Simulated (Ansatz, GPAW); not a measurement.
# STM contrast on Si/Ca(100), part 3 of 3

What would a tunnelling microscope show on Si/Ca(100)?

GPAW 26.7.0 and Ansatz 0.2.0; GPAW, PAW setups; slab in vacuum (the session's first sound run).

So far, dipole along the normal (e·Å): step 2 (relaxing the atoms) -0.196; step 3 (bands at fixed density, height 4 Å, STM [-0.5, 0.5] V) -0.195.

## 4. A second plane-wave code (continued)

Level of this step: Ansatz plane waves; slab in vacuum with a dipole correction (Ansatz).

Tip height over the top atom over a1 and a2. Constant current at the density 1.974e-05 e/Å^3, window e_range_0_0.5.

Ten even steps from '_' (3.42 Å) to '@' (4.27 Å):
```
@@@@@@@@@@@@%%%%####****++++++++****####%%%%@@@@@@@@@@
@@@@@@@@@@%%%%%%####****++++++++****####%%%%%%@@@@@@@@
@@@@@@@@@@%%%%####****++++++++++++****####%%%%@@@@@@@@
@@@@@@@@%%%%%%####****++++++++++++****####%%%%%%@@@@@@
@@@@%%%%%%%%####****++++========++++****####%%%%%%%%@@
%%%%%%%%%%####****++++============++++****####%%%%%%%%
%%%%%%######****++++====--------====++++****######%%%%
##########****++++====----::::----====++++****########
######******++++====--::::::::::::--====++++******####
**********++++====--::::........::::--====++++********
******++++++====--::::....____....::::--====++++++****
**++++++++====----::....________....::----====++++++++
++++++++++====--::::..____________..::::--====++++++++
++++++++++====--::::..____________..::::--====++++++++
**++++++++====----::....________....::----====++++++++
******++++++====--::::....____....::::--====++++++****
**********++++====--::::........::::--====++++********
######******++++====--::::::::::::--====++++******####
##########****++++====----::::----====++++****########
%%%%%%######****++++====--------====++++****######%%%%
%%%%%%%%%%####****++++============++++****####%%%%%%%%
@@@@%%%%%%%%####****++++========++++****####%%%%%%%%@@
@@@@@@@@%%%%%%####****++++++++++++****####%%%%%%@@@@@@
@@@@@@@@@@%%%%####****++++++++++++****####%%%%@@@@@@@@
@@@@@@@@@@%%%%%%####****++++++++****####%%%%%%@@@@@@@@
@@@@@@@@@@@@%%%%####****++++++++****####%%%%@@@@@@@@@@
@@@@@@@@@@@@%%%%####******++++******####%%%%@@@@@@@@@@
```
Columns: a1 from 0 to 0.963; rows upwards: a2 from 0 to 0.963.

Force by atom:

| atom | x (eV/Å) | y (eV/Å) | z (eV/Å) | size |
| --- | --- | --- | --- | --- |
| Ca1 | 0.000 | 0.000 | 0.129 | 0.129 |
| Ca2 | 0.000 | 0.000 | -0.103 | 0.103 |
| Ca3 | 0.000 | 0.000 | 0.002 | 0.002 |
| Ca4 | 0.000 | 0.000 | -0.028 | 0.028 |
| Si5 | 0.000 | 0.000 | -0.001 | 0.001 |

Band density in the ca plane at fractional y = 0.000, with atoms of Ca and Si within 0.2 Å of it.

Values in units of 1e-2 Å⁻³, 6 rows by 16 columns, each cell a mean:
```
1.9 2.4 1.5 1.5 1.4 1.7 3.8 3.1 7.9 4.9 7.2 1.4 0.1 0.0 0.0 0.0
1.0 1.0 1.3 1.4 1.3 1.1 0.9 1.2 3.3 4.1 3.4 0.7 0.1 0.0 0.0 0.0
1.2 1.2 1.2 1.3 1.1 1.1 1.0 0.9 1.4 1.8 1.3 0.3 0.0 0.0 0.0 0.0
1.2 1.2 1.2 1.3 1.1 1.1 0.9 0.9 1.7 2.2 1.6 0.4 0.1 0.0 0.0 0.0
1.0 1.1 1.3 1.5 1.3 1.2 1.2 1.5 4.5 5.0 4.6 0.9 0.1 0.0 0.0 0.0
2.5 2.9 1.5 1.6 1.4 2.1 5.4 3.8 9.0 4.3 7.8 1.5 0.1 0.0 0.0 0.0
```
Columns run along c (16.0 Å, from fractional 0.36 to 0.95 of the cell), rows up along a (3.9 Å). Atoms in or near the plane, at fractional coordinates: Ca at (0.39, 0.00), Ca at (0.60, 0.00), Si at (0.71, 0.00).

Band density in the ca plane at fractional y = 0.000, with atoms of Ca and Si within 0.2 Å of it.

Ten steps, logarithmic in the rise over the least value, from '0' (0.00 Å⁻³) to '9' (0.14 Å⁻³), each cell a mean:
```
57887555555544457888778997689975321000000000
56776555555554455566567887788865310000000000
55555555555555555544456676677653210000000000
55555556555555555543344555555432100000000000
55555556555555566544333444444321100000000000
55555556555555566543334444444332100000000000
55555555555555555543345666666543210000000000
55665555555555555555467777788764210000000000
57877555555544446777678998789875321000000000
58887555555544458988778997689975321000000000
```
Columns run along c (16.0 Å, from fractional 0.36 to 0.95 of the cell), rows up along a (3.9 Å). Atoms in or near the plane, at fractional coordinates: Ca at (0.39, 0.00), Ca at (0.60, 0.00), Si at (0.71, 0.00).

ELF in the ca plane at fractional y = 0.000, with atoms of Ca and Si within 0.2 Å of it. It is the smooth field of the valence electrons, not physical close to the nuclei.

Ten even steps from '0' (0.00) to '9' (0.94), each cell a mean:
```
58888502566653127988724886679997520000000000
16886103566554203787414888789986310000000000
01221025655555310122014678888764200000000000
21001245554455542100123455555421000000000000
54334566543345665422233333222100000000000000
42222456544455654211123333433210000000000000
10000135555555521000014567777642100000000000
03553014665555201565114788899875310000000000
38998302566654116898614887689997420000000000
68889612566653128888724986779998521000000000
```
Columns run along c (16.0 Å, from fractional 0.36 to 0.95 of the cell), rows up along a (3.9 Å). Atoms in or near the plane, at fractional coordinates: Ca at (0.39, 0.00), Ca at (0.60, 0.00), Si at (0.71, 0.00).

The upper face's work function is 5.050 eV, against 5.052 eV in the first plane-wave PBE run at this geometry.

## 5. Side by side

Results and costs are gathered.

This step: comparison of work functions, dipole and cost (GPAW 26.7.0).

Ladder, by row:

| step | code | work function, upper (eV) | work function, lower (eV) | dipole (e Å) | wall time (s) | peak memory (GiB) | threads |
| --- | --- | --- | --- | --- | --- | --- | --- |
| pw | GPAW | 5.052 | 2.782 | -0.1953 | 341.4 | 0.53 | 1 |
| ansatz | Ansatz | 5.05 | 2.778 | -0.1955 | 7.92 | 0.812 | 4 |

## 6. A changed run

One more run, with changed settings.

This step: GPAW, PAW setups; slab in vacuum (GPAW 26.7.0).

File run.py:

```python
import json
import numpy as np
from ase import Atoms
from gpaw import GPAW, PW

slab = Atoms(
    ['Ca', 'Ca', 'Ca', 'Ca', 'Si'],
    positions=[
        [1.97283, 1.97283, 8.00000],
        [0.00000, 0.00000, 10.79000],
        [1.97283, 1.97283, 13.56326],
        [-0.00000, 0.00000, 16.43245],
        [0.00000, 0.00000, 19.32972]],
    cell=[[3.94566, 0.0, 0.0], [0.0, 3.94566, 0.0], [0.0, 0.0, 27.3835]],
    pbc=[True, True, False])

slab.calc = GPAW(mode=PW(400), xc='pbe96', kpts={'size': (8, 8, 1), 'gamma': True},
                 occupations={'name': 'fermi-dirac', 'width': 0.1}, nbands='140%',
                 convergence={'density': 1e-05}, maxiter=50,
                 poissonsolver={'dipolelayer': 'xy'},
                 symmetry={'tolerance': 1e-3}, txt='slab.txt')
result = {}
energy = slab.get_potential_energy()
fermi = slab.calc.get_fermi_level()
v = slab.calc.get_electrostatic_potential().mean((0, 1)) - fermi
n = slab.calc.get_pseudo_density().mean((0, 1))
L = slab.cell[2, 2]
z = np.arange(len(v)) * L / len(v)
low, high = slab.positions[:, 2].min(), slab.positions[:, 2].max()
below, above = np.interp([low - 5.8, high + 5.8], z, v)
slopes = [np.interp(x, z, np.gradient(v, z)) for x in (low - 5.8, high + 5.8)]
eps = np.array([[slab.calc.get_eigenvalues(k, s) for k in range(len(slab.calc.get_ibz_k_points()))]
                for s in range(slab.calc.get_number_of_spins())]) - fermi
top, bottom = eps[eps < 0].max(), eps[eps > 0].min()
dipole = slab.get_dipole_moment()[2]
print(f'energy {energy:.4f} eV, Fermi level {fermi:.4f} eV, dipole {dipole:.5f} e A')
print(f'potential 5.8 A off the faces, from the Fermi level: lower {below:.4f} eV, upper {above:.4f} eV')
print(f'slope of the potential there: lower {slopes[0]:.5f}, upper {slopes[1]:.5f} eV/A')
print(f'nearest levels on the mesh: {top:.4f} and {bottom:.4f} eV')
print('magnetic moment', round(slab.get_magnetic_moment(), 3))
result.update(energy=energy, fermi=fermi, dipole=dipole, below=below, above=above, slopes=slopes, edges=[top, bottom],
              z=z.tolist(), v=v.tolist(), n=n.tolist(), positions=slab.positions.tolist(),
              forces=slab.get_forces(apply_constraint=False).tolist(), moments=slab.get_magnetic_moments().tolist())
json.dump(result, open('result.json', 'w'))
```

The run is started by

```console
OMP_NUM_THREADS=1 OPENBLAS_NUM_THREADS=1 python run.py
```

Numbers of over 12 decimals in the logs are rounded to 6 here.

What it wrote:

```text
NameError: Unknown functional: pbe96.
```

Elapsed: 0.59 s, on 1 thread of Intel Xeon Platinum 8488C (Sapphire Rapids), shared host; peak memory 0.1 GiB.

The input was rejected at the start.

The program's message: “NameError: Unknown functional: pbe96.”

The change that led to it: xc = "pbe96".

## 7. Outcome

```json
{
 "work function, upper and lower face": "5.052 and 2.782 eV",
 "dipole along the normal": "-0.195 e Å",
 "corrugation at -0.5 V": "0.372 Å",
 "corrugation at 0.5 V": "0.882 Å"
}
```

**Reading.** The corrugation at constant current is largest at 0.5 V, where the tip height varies by 0.88 Å over the cell. Negative sample bias images filled states, positive bias empty ones. The two faces differ by 2.3 eV, the step that the slab's dipole makes (e p/(ε0 A) gives 2.3 eV), so the dipole layer is needed. The two plane-wave codes differ by 0.0019 eV on the upper face. The images are of Tersoff-Hamann type: an s-wave tip, no tip-sample forces, heights closer than in a microscope. Ansatz gives corrugations of 0.33 Å at -0.5 V (GPAW 0.37) and 0.85 Å at 0.5 V (GPAW 0.88). GPAW's time includes a further run over the whole zone for the images, so the two times are not like for like. The cell of 15.6 Å² holds one Si, started on one chosen site; other sites and coverages weren't tried. The in-plane lattice was kept as typed, which isn't the functional's own and leaves some strain; spin-orbit coupling and temperature are left out.

[Logs are printed without paths, hosts, clocks, repeated set-up lines and the standing remarks that a program may print on its own settings, such as how far it seeks lower states.]

[Hosts, paths, dates, database ids (printed as entryN), source tags and the programs' standing remarks are cut or masked in the printed files.]
